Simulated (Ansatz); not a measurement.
## LiGeN (P6_3mc): G0W0 under other settings

A base run on LiGeN (P6_3mc), then changed inputs.

Method: G0W0 on PBE, plane waves, PAW; PAW set soft_1, in Ansatz 0.2.0.

This is a report of a sequence of runs, with most program output left out.

**1. The structure**

Symmetry: P6_3mc, No. 186, hexagonal system. Conventional cell: a = 3.012 Å, b = 3.012 Å, c = 9.419 Å, α = 90.00°, β = 90.00°, γ = 120.00°. Nearest to Li lie 3 N at 2.18 Å. Nearest to Ge lie 3 N at 2.00 Å. Nearest to N lie 3 Ge at 2.00 Å and 3 Li at 2.18 Å. Farther neighbours and most contacts between anions are not listed.

The cell and positions are those that the Materials Project relaxed with its own functionals (PBE, PBE+U or r2SCAN), kept fixed.

**2. The base run: 6×6×2 mesh, 168 empty bands, screening to 100 eV, PAW set soft_1 files**

G0W0 replaces the xc potential by the self-energy, built once from these orbitals. Only a window of levels is corrected, while the sums run over the empty bands that the input names. This step takes PAW set soft_1 files.

The input, input.yaml:

```yaml
crystal:
  lattice:
    - [3.0124085355, 0.0, 0.0]
    - [-1.5062042677, 2.6088223183, 0.0]
    - [0.0, 0.0, 9.419459]
  atoms:
    - { symbol: Li, position: [0.66666667, 0.33333333, 0.743392] }
    - { symbol: Li, position: [0.33333333, 0.66666667, 0.243392] }
    - { symbol: Ge, position: [0.0, 0.0, 0.498023] }
    - { symbol: Ge, position: [0.0, 0.0, 0.998023] }
    - { symbol: "N", position: [0.33333333, 0.66666667, 0.603223] }
    - { symbol: "N", position: [0.66666667, 0.33333333, 0.103223] }
kpoints:
  mp_grid: { grid: [6, 6, 2] }
hamiltonian:
  xc: pbe
  pseudopotentials: { kind: paw, azcp: { folder: soft_1 } }
scf:
  occupations: { method: fixed }
gw:
  n_empty_bands: 168
  ecut_chi: 100
  qp_bands: [v2, c2]
  qp_kpoints: band_edges
  screening: { model: contour_deformation }
```

The run is started by

```console
> ansatz run input.yaml --threads 2 --pin off --max-ram 92160MiB --backend cuda --events-out ev --progress --plain --runs-dir out --devices 1 --max-vram 13GiB
```

The job ended after 22 s (1 × NVIDIA H100 80GB HBM3 (shared by 6 runs) with 2 threads of AMD EPYC 7R13 (Zen 3), shared host; peak memory 1.2 GiB).

Numbers from this step:

```
bands summed                                 : 190
RPA ε∞ on this mesh (eigenvalues)            : 5.800, 8.591, 8.591
plane waves in the screening matrix          : 177
q-points in the mesh                         : 72
G0W0 gap on the mesh                         : 2.069 eV
k of the valence top                         : 0.1667, 0.1667, 0
k of the conduction bottom                   : 0, -0.5, 0
starting gap on the mesh                     : 1.467 eV
Z at the valence top                         : 0.7442
Z at the conduction bottom                   : 0.7758
least direct G0W0 gap on the computed points : 3.244 eV
```

The gap on the mesh goes from 1.47 eV to 2.07 eV, a correction of +0.60 eV. Between the two edge states, bare exchange in place of the xc potential would open the gap by 6.01 eV, and correlation takes back 5.41 eV.

**3. Variant: larger pair-density box**

Edit input.yaml of step 2 so:

```diff
@@ -25 +25,2 @@
   screening: { model: contour_deformation }
+  ecutfock_ratio: 2
```

Elapsed: 20 s, on 1 × NVIDIA H100 80GB HBM3 (shared by 6 runs) with 2 threads; peak memory 1.2 GiB; 26 s of CPU time.

The G0W0 gap on the mesh is 2.069 eV.

Against the base:

```tsv
setting	base	variant
ecutfock ratio	-	2
```

```tsv
quantity	variant	base
starting gap on the mesh	1.467	1.467
G0W0 gap on the mesh	2.069	2.069
least direct G0W0 gap on the computed points	3.244	3.244
Z at the valence top	0.744	0.744
Z at the conduction bottom	0.776	0.776
```

**4. Variant: coarser q mesh**

Edit input.yaml of step 3 so:

```diff
@@ -25,2 +25,2 @@
   screening: { model: contour_deformation }
-  ecutfock_ratio: 2
+  q_mesh: [3, 3, 1]
```

Wall time 13 s (1 × NVIDIA H100 80GB HBM3 (shared by 6 runs) with 2 threads); peak memory 1.1 GiB.

Against the base:

```tsv
setting	base	variant
q mesh	-	[3, 3, 1]
```

```tsv
quantity	variant	base
starting gap on the mesh	1.467	1.467
G0W0 gap on the mesh	2.103	2.069
least direct G0W0 gap on the computed points	3.286	3.244
Z at the valence top	0.738	0.744
Z at the conduction bottom	0.766	0.776
```

**5. What came out**

- base: 2.07 eV, 22 s
- larger pair-density box: 2.07 eV, 20 s
- coarser q mesh: 2.10 eV, 13 s

Larger pair-density box: the gap moves by +0.00 eV. Coarser q mesh: the gap moves by +0.03 eV; such settings are too crude to quote. All runs here use a coarse mesh and modest cutoffs; they test settings and are not final values. The many-body steps are scalar-relativistic: spin-orbit coupling is not in them.

[Paths, hosts, dates, memory and timing lines, banners, echoed tables and standing remarks are left out of the program output.]

[Logs are printed without paths, hosts, clocks, repeated set-up lines and the standing remarks that a program may print on its own settings, such as how far it seeks lower states.]

[Runs of the session that timed out or met a known fault of the program may be left out.]

[Cells called generated may have been cut or substituted from an entry of the Crystallography Open Database or the Materials Project.]

[Hosts, paths, dates, database ids (printed as entryN), source tags and the programs' standing remarks are cut or masked in the printed files.]
